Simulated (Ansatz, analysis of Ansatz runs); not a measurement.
# Charge-transition level of the Fe on the Ga site in GaP (PBE+U)

How near does this set-up come to the measured charge-transition level? Subject: Fe on the Ga site in GaP. Set-up: PBE+U, 64-site cell, PBE lattice, 420 eV, k: the single point 1/4 1/4 1/4 then 2x2x2 shifted 0.5 0.5 0.5, U 3 eV on Fe d. The model is a cell of 64 host atoms with 1 Ga taken out and 1 Fe put in. The level is the Fermi energy at which two charge states have equal formation energy, after a correction for the images of the charge. A Hubbard U on the impurity's d shell is the cheap way to lessen its self-interaction.

Measured beforehand: (0/-1) level above the valence-band top: 0.86 eV, by absorption of a p-i-n diode (quoted in “Electronic structure of transition-atom impurities in GaP”, 1985, V. A. Singh and Alex Zunger, quoting earlier work (1979)). (0/-1) level above the valence-band top: 0.82 eV, by thermal emission rates and capture cross sections (transition enthalpy) (quoted in “Electronic structure of transition-atom impurities in GaP”, 1985, V. A. Singh and Alex Zunger, quoting earlier work (1983)). The calculation is set beside it at the end.

Main program and level: Ansatz 0.2.0; plane-wave PAW DFT, PBE+U; relaxation of all atoms of a defect supercell.

## (1) Starting point

The cell holds 64 atoms: 31 Ga, 32 P and 1 Fe. Its edges and angles: a = 11.010 Å, b = 11.010 Å, c = 11.010 Å, α = 90.0°, β = 90.0°, γ = 90.0°. It derives from GaP (space group F-43m). Nearest the centre at fractional (0.500, 0.500, 0.500): Fe57 at 0.00 Å, P23 at 2.38 Å, P61 at 2.38 Å, P16 at 2.38 Å, P38 at 2.38 Å, Ga50 at 3.89 Å, Ga28 at 3.89 Å, Ga12 at 3.89 Å.

The host's primitive cell comes from a first run (plane-wave PAW DFT, PBE; relaxation of the host's cell and atoms): vectors of 3.893, 3.893 and 3.893 Å. That is 20.86 Å³ an atom, 3.0 % over the diffraction cell's volume. The supercell is built on it.

## (2) Relaxation, charge 0

Every later number rests on the structure around the defect, so the atoms are relaxed at the host's lattice first.

The input, relax0/input.yaml:

```yaml
relax:
  f_tol: 0.02
  max_steps: 80
  random_displacement: { amplitude: 0.05, seed: 557 }
crystal:
  lattice:
    - [11.01025696, 0.0, 0.0]
    - [0.0, 0.0, -11.01025696]
    - [0.0, 11.01025696, 0.0]
  atoms:
    - { symbol: Ga, position: [0.0, 0.0, 0.0] }
    - { symbol: Ga, position: [0.0, 0.25, 0.25] }
    - { symbol: Ga, position: [0.25, 0.0, 0.25] }
    - { symbol: Ga, position: [0.25, 0.25, 0.0] }
    - { symbol: P, position: [0.125, 0.125, 0.125] }
    - { symbol: P, position: [0.125, 0.375, 0.375] }
    - { symbol: P, position: [0.375, 0.125, 0.375] }
    - { symbol: P, position: [0.375, 0.375, 0.125] }
    - { symbol: Ga, position: [0.0, 0.0, 0.5] }
    - { symbol: Ga, position: [0.0, 0.25, 0.75] }
    - { symbol: Ga, position: [0.25, 0.0, 0.75] }
    - { symbol: Ga, position: [0.25, 0.25, 0.5] }
    - { symbol: P, position: [0.125, 0.125, 0.625] }
    - { symbol: P, position: [0.125, 0.375, 0.875] }
    - { symbol: P, position: [0.375, 0.125, 0.875] }
    - { symbol: P, position: [0.375, 0.375, 0.625] }
    - { symbol: Ga, position: [0.0, 0.5, 0.0] }
    - { symbol: Ga, position: [0.0, 0.75, 0.25] }
    - { symbol: Ga, position: [0.25, 0.5, 0.25] }
    - { symbol: Ga, position: [0.25, 0.75, 0.0] }
    - { symbol: P, position: [0.125, 0.625, 0.125] }
    - { symbol: P, position: [0.125, 0.875, 0.375] }
    - { symbol: P, position: [0.375, 0.625, 0.375] }
    - { symbol: P, position: [0.375, 0.875, 0.125] }
    - { symbol: Ga, position: [0.0, 0.5, 0.5] }
    - { symbol: Ga, position: [0.0, 0.75, 0.75] }
    - { symbol: Ga, position: [0.25, 0.5, 0.75] }
    - { symbol: Ga, position: [0.25, 0.75, 0.5] }
    - { symbol: P, position: [0.125, 0.625, 0.625] }
    - { symbol: P, position: [0.125, 0.875, 0.875] }
    - { symbol: P, position: [0.375, 0.625, 0.875] }
    - { symbol: P, position: [0.375, 0.875, 0.625] }
    - { symbol: Ga, position: [0.5, 0.0, 0.0] }
    - { symbol: Ga, position: [0.5, 0.25, 0.25] }
    - { symbol: Ga, position: [0.75, 0.0, 0.25] }
    - { symbol: Ga, position: [0.75, 0.25, 0.0] }
    - { symbol: P, position: [0.625, 0.125, 0.125] }
    - { symbol: P, position: [0.625, 0.375, 0.375] }
    - { symbol: P, position: [0.875, 0.125, 0.375] }
    - { symbol: P, position: [0.875, 0.375, 0.125] }
    - { symbol: Ga, position: [0.5, 0.0, 0.5] }
    - { symbol: Ga, position: [0.5, 0.25, 0.75] }
    - { symbol: Ga, position: [0.75, 0.0, 0.75] }
    - { symbol: Ga, position: [0.75, 0.25, 0.5] }
    - { symbol: P, position: [0.625, 0.125, 0.625] }
    - { symbol: P, position: [0.625, 0.375, 0.875] }
    - { symbol: P, position: [0.875, 0.125, 0.875] }
    - { symbol: P, position: [0.875, 0.375, 0.625] }
    - { symbol: Ga, position: [0.5, 0.5, 0.0] }
    - { symbol: Ga, position: [0.5, 0.75, 0.25] }
    - { symbol: Ga, position: [0.75, 0.5, 0.25] }
    - { symbol: Ga, position: [0.75, 0.75, 0.0] }
    - { symbol: P, position: [0.625, 0.625, 0.125] }
    - { symbol: P, position: [0.625, 0.875, 0.375] }
    - { symbol: P, position: [0.875, 0.625, 0.375] }
    - { symbol: P, position: [0.875, 0.875, 0.125] }
    - { symbol: Fe, position: [0.5, 0.5, 0.5], spin: 5.0 }
    - { symbol: Ga, position: [0.5, 0.75, 0.75] }
    - { symbol: Ga, position: [0.75, 0.5, 0.75] }
    - { symbol: Ga, position: [0.75, 0.75, 0.5] }
    - { symbol: P, position: [0.625, 0.625, 0.625] }
    - { symbol: P, position: [0.625, 0.875, 0.875] }
    - { symbol: P, position: [0.875, 0.625, 0.875] }
    - { symbol: P, position: [0.875, 0.875, 0.625] }
  host:
    repeats: [2, 2, 2]
    atoms:
      - { symbol: Ga, position: [0.0, 0.0, 0.0] }
      - { symbol: Ga, position: [0.0, 0.5, 0.5] }
      # ... 6 more atoms of the perfect host
basis:
  ecutwfc: 420
  xc_grid: 2
hamiltonian:
  xc: pbe
  hubbard: { sites: [{ species: Fe, l: d, u_eff: 3.0 }] }
kpoints:
  mp_grid: { grid: [1, 1, 1], shift: [0.25, 0.25, 0.25] }
magnetization:
  spin_polarized: true
  initial_magnetization: 5
  spin_locking: { lock_magnetization: hard }
scf:
  occupations: { method: fermi_dirac, width: 0.01 }
  max_iter: 120
output:
  forces: true
  charged_corrections:
    epsilon: 10.62
    static_epsilon: 12.85
    defect_position: [0.5, 0.5, 0.5]
checkpoint:
  write: "../relax0.run"
  compress: false
  write_wavefunctions: true
  write_every: 100000
```

Launch:

```sh
$ ansatz run input.yaml --threads 4 --pin off --max-ram 14131MiB --backend cpu --events-out ev --progress --plain --runs-dir out
```

Numbers of over 12 decimals in the logs are rounded to 6 here.

Output:

```text
[... repeated set-up lines and file paths are left out, and long positions are rounded to six places ...]
Warning: where an SCF of this run starts from atoms to list the orders of its open shells, Fe (site 56, from 0) starts with 4.00 μB on its 3d shell, in the place of the 5.00 μB that the deck gives it: its open shells can hold no more by Hund's first rule. [...]
Ga: projections on atomic orbitals take those of the free atom [Ar] 3d10 4s2 4p1, of charge +0.00 (hamiltonian.pseudopotentials.projection_atoms); the dataset's partial waves leave at most 1.1e-6 of an orbital's norm unspanned inside its sphere
P: projections on atomic orbitals take those of the free atom [Ne] 3s2 3p3, of charge +0.00 (hamiltonian.pseudopotentials.projection_atoms); the dataset's partial waves leave at most 1.0e-7 of an orbital's norm unspanned inside its sphere
Fe: projections on atomic orbitals take those of the free atom [Ne] 3s2 3p6 3d6 4s2, of charge +0.00 (hamiltonian.pseudopotentials.projection_atoms); the dataset's partial waves leave at most 1.1e-6 of an orbital's norm unspanned inside its sphere
Engine: ansatz 0.2.0, aarch64-unknown-linux-gnu
Pseudopotentials: kind: paw
Pseudopotential: Ga, paw, valence charge 13, recommended cutoff 420 eV (normal), Ga.paw.azcp
Pseudopotential: P, paw, valence charge 5, recommended cutoff 420 eV (normal), P.paw.azcp
Pseudopotential: Fe, paw, valence charge 16, recommended cutoff 420 eV (normal), Fe.paw.azcp
Functional definition: PBE
  parameter kappa = 0.804
  parameter beta = 0.066725
  exchange = pbe_x(kappa = kappa, mu = beta*pi^2/3)
  correlation = pbe_c(beta = beta)
Crystal: 64 atoms, lattice volume = 1334.727 Å³
Basis set: ecut = 420 eV, 26001 PW (Γ), exchange–correlation on 150×150×150 points (8 copies of the dense FFT grid, shifted against one another)
Bands: 356, of which v1, the nominal top of the filled ones, is band 290 counted from 1 (289 counted from 0)
Symmetry: 1 space group operations
k-points: 1
Non-local potential: Ga, projectors of the file, l = 0: 2, l = 1: 2, l = 2: 3, l = 3: 1
Non-local potential: P, projectors of the file, l = 0: 2, l = 1: 2, l = 2: 2
Non-local potential: Fe, projectors of the file, l = 0: 3, l = 1: 2, l = 2: 3, l = 3: 1
PAW form: soft (Blöchl's): semilocal exchange-correlation on the pseudo side does not see the compensation charge
PAW one-centre angular grid: Ga, 590 points (default); XC on 64 Gauss nodes
PAW one-centre angular grid: P, 110 points (default); XC on 64 Gauss nodes
PAW one-centre angular grid: Fe, 590 points (default); XC on 64 Gauss nodes
Initial density: superposition of atomic densities (chi_scale 0.1, normalization cell)
Starting moments: Σ|m| = 5 μB on 1 of 64 sites
Initial wavefunctions: pseudopotential atomic-orbital guess
Functional: x = pbe(κ = 0.804, μ = 0.219515), c = pbe(β = 0.066725)
SCF iter   1: F=—  HF=-145967.061755 eV  |F-HF|=—  |Δ(HF+E_count)|=         —  Δρ=2.53e-2 (↑2.23e-2 ↓2.53e-2)  dr2=3.42e1  dr2_m=3.66e-1  M=5.000 μB ∫|m|=5.025 μB  β_m=0.30  ethr=3.10e-3  ⟨swp⟩=8.0  Hψ=2905  notcnv=0
preconditioner: auto → Resta (q_TF=auto, 2.374 Å⁻¹)  ε∞=4.4  [insulator: Δε(μ)=1.492 eV  Ē_g=13.100 eV  σ=0.010 eV  W_gap=1.00  n_scr=304 (ndim 8)  ℏωp=24.3 eV  f_vac=0.000  D(μ)=0.00/eV (n_scr^D=0)  ε∞_Penn≈4.4]
spin=Collinear: Resta preconditioning applied to the charge; magnetization (m = ρ↑ − ρ↓) channel mixes plain (no charge-response kernel on spin).
SCF iter   2: F=—  HF=-145961.905529 eV  |F-HF|=—  |Δ(HF+E_count)|=    5.16e0  Δρ=1.79e-2 (↑1.64e-2 ↓1.79e-2)  dr2=1.59e1  dr2_m=1.44e-1  M=5.000 μB ∫|m|=5.009 μB  β_m=0.44  ethr=3.10e-3  ⟨swp⟩=3.0  Hψ=1222  notcnv=0  defer=124
SCF iter   3: F=—  HF=-145960.253862 eV  |F-HF|=—  |Δ(HF+E_count)|=    1.65e0  Δρ=1.63e-2 (↑1.08e-2 ↓1.63e-2)  dr2=9.69e0  dr2_m=2.01e-1  M=5.000 μB ∫|m|=5.061 μB  β_m=0.48  ethr=2.74e-3  ⟨swp⟩=3.5  Hψ=1707  notcnv=0  defer=123
SCF iter   4: F=—  HF=-145959.120604 eV  |F-HF|=—  |Δ(HF+E_count)|=    1.13e0  Δρ=4.05e-3 (↑2.95e-3 ↓4.05e-3)  dr2=5.73e-1  dr2_m=2.08e-2  M=5.000 μB ∫|m|=5.036 μB  β_m=0.53  ethr=1.67e-3  ⟨swp⟩=3.0  Hψ=1301  notcnv=0  defer=123
SCF iter   5: F=—  HF=-145959.201632 eV  |F-HF|=—  |Δ(HF+E_count)|=   8.10e-2  Δρ=2.22e-3 (↑1.15e-3 ↓2.22e-3)  dr2=1.47e-1  dr2_m=1.17e-2  M=5.000 μB ∫|m|=5.051 μB  β_m=0.64  ethr=9.89e-5  ⟨swp⟩=4.0  Hψ=1408  notcnv=0  defer=124
SCF iter   6: F=—  HF=-145959.256981 eV  |F-HF|=—  |Δ(HF+E_count)|=         —  Δρ=1.16e-3 (↑3.64e-4 ↓1.16e-3)  dr2=2.65e-2  dr2_m=4.21e-3  M=5.000 μB ∫|m|=5.060 μB  β_m=0.64  ethr=2.55e-5  ⟨swp⟩=3.5  Hψ=1023  notcnv=0  defer=124
Mixer restart at iter 6: flushing history
SCF iter   7: F=—  HF=-145959.273944 eV  |F-HF|=—  |Δ(HF+E_count)|=   1.70e-2  Δρ=2.08e-3 (↑8.72e-4 ↓2.08e-3)  dr2=1.28e-1  dr2_m=5.22e-3  M=5.000 μB ∫|m|=5.069 μB  β_m=0.32  ethr=4.57e-6  ⟨swp⟩=4.0  Hψ=1194  notcnv=0  defer=124  recentre
SCF iter   8: F=—  HF=-145959.261373 eV  |F-HF|=—  |Δ(HF+E_count)|=   1.26e-2  Δρ=7.69e-4 (↑2.54e-4 ↓7.69e-4)  dr2=1.20e-2  dr2_m=1.80e-3  M=5.000 μB ∫|m|=5.061 μB  β_m=0.16  ethr=4.57e-6  ⟨swp⟩=3.5  Hψ=1302  notcnv=0  defer=124
SCF iter   9: F=—  HF=-145959.263575 eV  |F-HF|=—  |Δ(HF+E_count)|=   2.20e-3  Δρ=2.70e-4 (↑2.52e-4 ↓2.70e-4)  dr2=2.28e-3  dr2_m=2.70e-4  M=5.000 μB ∫|m|=5.063 μB  β_m=0.30  ethr=2.07e-6  ⟨swp⟩=2.5  Hψ=1177  notcnv=0  defer=124
SCF iter  10: F=—  HF=-145959.268022 eV  |F-HF|=—  |Δ(HF+E_count)|=   4.45e-3  Δρ=1.40e-4 (↑5.43e-5 ↓1.40e-4)  dr2=3.42e-4  dr2_m=6.70e-5  M=5.000 μB ∫|m|=5.064 μB  β_m=0.45  ethr=3.94e-7  ⟨swp⟩=2.0  Hψ=1240  notcnv=0  defer=124
SCF iter  11: F=—  HF=-145959.268693 eV  |F-HF|=—  |Δ(HF+E_count)|=   6.72e-4  Δρ=4.06e-5 (↑1.84e-5 ↓4.06e-5)  dr2=2.02e-5  dr2_m=4.28e-6  M=5.000 μB ∫|m|=5.065 μB  β_m=0.73  ethr=5.90e-8  ⟨swp⟩=2.5  Hψ=1177  notcnv=0  defer=124
SCF iter  12: F=—  HF=-145959.268747 eV  |F-HF|=—  |Δ(HF+E_count)|=   5.36e-5  Δρ=2.42e-5 (↑8.78e-6 ↓2.42e-5)  dr2=1.22e-5  dr2_m=1.49e-6  M=5.000 μB ∫|m|=5.065 μB  β_m=0.86  ethr=1.73e-9  ⟨swp⟩=4.0  Hψ=2239  notcnv=0
SCF iter  13: F=-145959.268760 eV  HF=-145959.268762 eV  |F-HF|=2.34e-6  |Δ(HF+E_count)|=   1.48e-5  Δρ=1.02e-5 (↑5.46e-6 ↓1.02e-5)  dr2=3.78e-6  dr2_m=1.25e-7  M=5.000 μB ∫|m|=5.065 μB  ethr=1.73e-9  ⟨swp⟩=4.0  Hψ=2013  notcnv=0
SCF 1 converged in 13 iterations: F = -145959.268760 eV  dr2 = 3.78e-6
  greatest PAW one-centre occupation: 1.003 electrons in one spin orbital (limit 2), on the Fe atom at site 56 (counted from 0), in its partial waves of l = 1
relax step   1: F+E_penalty+E_count = -145959.26875953 eV  Δ(F+E_penalty+E_count) = +0.000e0 eV  max|allowed force component| = 8.473e-1 eV/Å  Δτ_max = 0.0000 Å  (13 SCF iters, dr2 threshold 1.00e-5 eV, accepted)
[... the SCF cycles and remarks between the steps are left out from here to the last step ...]
relax step   2: F+E_penalty+E_count = -145959.98453775 eV  Δ(F+E_penalty+E_count) = -7.158e-1 eV  max|allowed force component| = 2.713e-1 eV/Å  Δτ_max = 0.0646 Å  (7 SCF iters, dr2 threshold 4.49e-5 eV, accepted)
relax step   3: F+E_penalty+E_count = -145960.07784200 eV  Δ(F+E_penalty+E_count) = -9.330e-2 eV  max|allowed force component| = 1.196e-1 eV/Å  Δτ_max = 0.0466 Å  (8 SCF iters, dr2 threshold 4.60e-6 eV, accepted)
relax step   4: F+E_penalty+E_count = -145960.08617499 eV  Δ(F+E_penalty+E_count) = -8.333e-3 eV  max|allowed force component| = 5.898e-2 eV/Å  Δτ_max = 0.0489 Å  (9 SCF iters, dr2 threshold 1.47e-6 eV, accepted)
relax step   5: F+E_penalty+E_count = -145960.08784087 eV  Δ(F+E_penalty+E_count) = -1.666e-3 eV  max|allowed force component| = 9.323e-3 eV/Å  Δτ_max = 0.0103 Å  (8 SCF iters, dr2 threshold 6.76e-7 eV, accepted)
iter 1 solved again at ethr=1.86e-11 eV; its pass at ethr=3.10e-3 eV (dr2=1.08e-7 eV) is discarded
SCF iter   1: F=—  HF=-145960.087841 eV  |F-HF|=—  |Δ(HF+E_count)|=         —  Δρ=2.20e-6 (↑1.06e-6 ↓2.20e-6)  dr2=1.07e-7  dr2_m=1.02e-8  M=5.000 μB ∫|m|=5.066 μB  β_m=0.30  ethr=1.86e-11  ⟨swp⟩=1.0  Hψ=1980  notcnv=0  defer=124
SCF iter   2: F=-145960.087841 eV  HF=-145960.087841 eV  |F-HF|=6.69e-9  |Δ(HF+E_count)|=   1.19e-8  Δρ=1.71e-6 (↑6.96e-7 ↓1.71e-6)  dr2=6.05e-8  dr2_m=7.08e-9  M=5.000 μB ∫|m|=5.066 μB  ethr=1.73e-11  ⟨swp⟩=2.0  Hψ=2032  notcnv=0
SCF 6 converged in 2 iterations: F = -145960.087841 eV  dr2 = 6.05e-8
relax step   6: F+E_penalty+E_count = -145960.08784091 eV  Δ(F+E_penalty+E_count) = -4.724e-8 eV  max|allowed force component| = 9.344e-3 eV/Å  Δτ_max = 0.0000 Å  (2 SCF iters, accepted)
NSCF: frozen V_eff on 1 k-points
the band table was solved once a step of the walk had ended and its energy, with any forces and stress, was formed, with the checks that follow a solve (1961 applications of the Hamiltonian). They found nothing against the state; [...]
SCF converged after 2 iterations
Magnetization: 5.0000 μB (292.0000 up, 287.0000 down)
Absolute magnetization: 5.0683 μB (∫|ρ↑−ρ↓|, with the PAW one-centre terms)
Spin contamination: 0.0315 ħ² per cell (⟨S²⟩ above its minimum at these occupations)
Per-site moments (μB) at R_I (Å): [(0.000419657, 0.982295), (0.000225488, 0.981919), (0.000226472, 0.981833), [... 61 left out ...]
Free energy (F): -145960.087841 eV
Harris-Foulkes:  -145960.087841 eV  (|F-HF|=6.69e-9)
Internal energy: -145960.087841 eV  (E = F + TS)
E sigma→0 (E₀):  -145960.087841 eV
Fermi energy:    7.044034 (↑ 7.547138, ↓ 6.936921) eV
--- Per-component energies (eV) ---
  E_band       = -2385.228955
  E_kinetic    = 6156.172960
  E_local      = -72234.052372  (includes V_loc(G=0)·N_el)
  E_nonlocal   = 14482.121826
  E_hartree    = 33202.006320
  E_xc         = -4215.171574
  E_vxc        = -3877.965513  (∫ρ·V_xc dr)
  E_hubbard    = 1.277603  (on-site DFT+U / exact-exchange correction)
  E_vhub       = -6.874391  (the Hubbard potential's part of the band-sum identity)
  E_paw        = -81252.613836  (= ΣΔE_a)
  E_vpaw       = -13308.629320  (= ΣTr[D̂ρ^β])
  E_aug_tail   = -0.001739  (compensation charges beyond the density's cutoff)
  E_ewald      = -42099.827031
  E_smearing   = -0.000000  (= −TS)
  E_closure    = 0.000000  (closes the sum)
  Σ components = -145960.087841   (vs F -145960.087841, Δ=0.00e0)
--- Forces (eV/Å), atoms counted from 1 ---
  atom   1  Ga    -0.00031470    -0.00021216    -0.00114919
  atom   2  Ga    -0.00149465    -0.00081367    -0.00128294
  [... 9 atoms left out ...]
  atom  12  Ga     0.00145317    -0.00095703    -0.00146020
  [... 3 atoms left out ...]
  atom  16  P     -0.00253499     0.00080882     0.00369602
  [... 2 atoms left out ...]
  atom  19  Ga    -0.00124531    -0.00126964     0.00174617
  [... 3 atoms left out ...]
  atom  23  P      0.00020104     0.00004548     0.00127409
  [... 4 atoms left out ...]
  atom  28  Ga     0.00077581    -0.00274872    -0.00128604
  [... 9 atoms left out ...]
  atom  38  P      0.00227066    -0.00364634     0.00414794
  [... 3 atoms left out ...]
  atom  42  Ga     0.00270755    -0.00051082    -0.00131510
  [... 1 atom left out ...]
  atom  44  Ga    -0.00080263     0.00245587    -0.00098960
  [... 12 atoms left out ...]
  atom  57  Fe     0.00049132     0.00383172    -0.00934355
  [... 3 atoms left out ...]
  atom  61  P     -0.00179322    -0.00228439     0.00248975
  [... 3 atoms left out ...]
  max |Σ_I F_I| component: 3.51e-5 eV/Å
--- Band table (eV) ---
  k-point 0 ↑: bands = ["-83.3235", "-49.5202", "-49.2500", "-49.2496", [... 348 left out ...] "11.6084", "11.6371", "11.6374", "11.7105"]
  k-point 0 ↓: bands = ["-79.3113", "-45.4784", "-45.3828", "-45.3827", [... 348 left out ...] "11.6240", "11.6796", "11.6801", "11.7636"]
Occupation matrices written to <dir>
--- The result so far, ahead of a search for a lower minimum behind the relaxation; the run's own can be another ---
--- Relaxed structure (6 steps of the walk, 6 accepted, 0 SCFs on fresh bases) ---
  F+E_penalty+E_count = -145960.08784091 eV   max|allowed force component| = 9.344e-3 eV/Å
  atoms:
    - { symbol: Ga, position: [-8.748300265899264e-5, 0.000333, -0.000285] }
    - { symbol: Ga, position: [0.000267, 0.250503, 0.249916] }
    [... 9 atoms left out ...]
    - { symbol: Ga, position: [0.249755, 0.250204, 0.500402] }
    [... 3 atoms left out ...]
    - { symbol: P, position: [0.374981, 0.375483, 0.624282] }
    [... 2 atoms left out ...]
    - { symbol: Ga, position: [0.249840, 0.501072, 0.249641] }
    [... 3 atoms left out ...]
    - { symbol: P, position: [0.375071, 0.624944, 0.374866] }
    [... 4 atoms left out ...]
    - { symbol: Ga, position: [0.250102, 0.750208, 0.500006] }
    [... 9 atoms left out ...]
    - { symbol: P, position: [0.624479, 0.375473, 0.374775] }
    [... 3 atoms left out ...]
    - { symbol: Ga, position: [0.500100, 0.250529, 0.749575] }
    [... 1 atom left out ...]
    - { symbol: Ga, position: [0.749774, 0.250533, 0.499904] }
    [... 12 atoms left out ...]
    - { symbol: Fe, position: [0.498909, 0.499201, 0.498668] }
    [... 3 atoms left out ...]
    - { symbol: P, position: [0.622466, 0.622996, 0.622264] }
    [... 67 atoms left out ...]
```

The job ended after 9.8 min (4 threads of Arm Neoverse V1, shared host; peak memory 4.7 GiB).

The steps of the relaxation:

| step | energy less that of the first step (eV) | largest force component (eV/Å) |
| --- | --- | --- |
| 1 | 0.0000 | 0.8473 |
| 2 | -0.7158 | 0.2713 |
| 3 | -0.8091 | 0.1196 |
| 4 | -0.8174 | 0.0590 |
| 5 | -0.8191 | 0.0093 |
| 6 | -0.8191 | 0.0093 |

The atoms that moved most (Å, from the sites as typed, ahead of the random displacement, the mean shift of all atoms taken out):

| atom | dx | dy | dz | length |
| --- | --- | --- | --- | --- |
| P61 | -0.025 | -0.025 | 0.024 | 0.044 |
| Fe57 | -0.010 | -0.010 | 0.011 | 0.018 |
| Ga59 | -0.007 | -0.007 | -0.013 | 0.016 |
| Ga58 | 0.012 | -0.007 | 0.006 | 0.015 |
| Ga60 | -0.007 | 0.012 | 0.006 | 0.015 |
| Ga19 | 0.001 | 0.001 | -0.009 | 0.009 |
| Ga34 | 0.009 | 0.000 | 0.000 | 0.009 |
| Ga12 | 0.000 | 0.009 | 0.000 | 0.009 |

Neighbours of Fe57 at the end:

| atom | distance (Å) |
| --- | --- |
| P61 | 2.358 |
| P38 | 2.372 |
| P16 | 2.373 |
| P23 | 2.374 |
| Ga19 | 3.878 |
| Ga34 | 3.878 |
| Ga12 | 3.878 |
| Ga44 | 3.889 |
| Ga42 | 3.889 |
| Ga51 | 3.891 |
| Ga50 | 3.891 |
| Ga27 | 3.891 |
| Ga28 | 3.891 |
| Ga59 | 3.897 |
| Ga60 | 3.898 |
| Ga58 | 3.899 |

Read from the output:

```
free energy                           : -145960.0878 eV
total moment                          : 5 μB
integral of the absolute spin density : 5.068 μB
spin contamination                    : 0.03147
```

The relaxation ends 13 meV an atom lower than the displaced start, with a largest force component of 0.0093 eV/Å.

(Continued in part 2 of 2.)

[Logs are printed without paths, hosts, clocks, repeated set-up lines and the standing remarks that a program may print on its own settings, such as how far it seeks lower states.]

[Hosts, paths, dates, database ids (printed as entryN), source tags and the programs' standing remarks are cut or masked in the printed files.]

[For some hosts the program warned that the k-mesh of the response run may be too coarse for force constants and the static dielectric constant; such warnings are not shown here.]
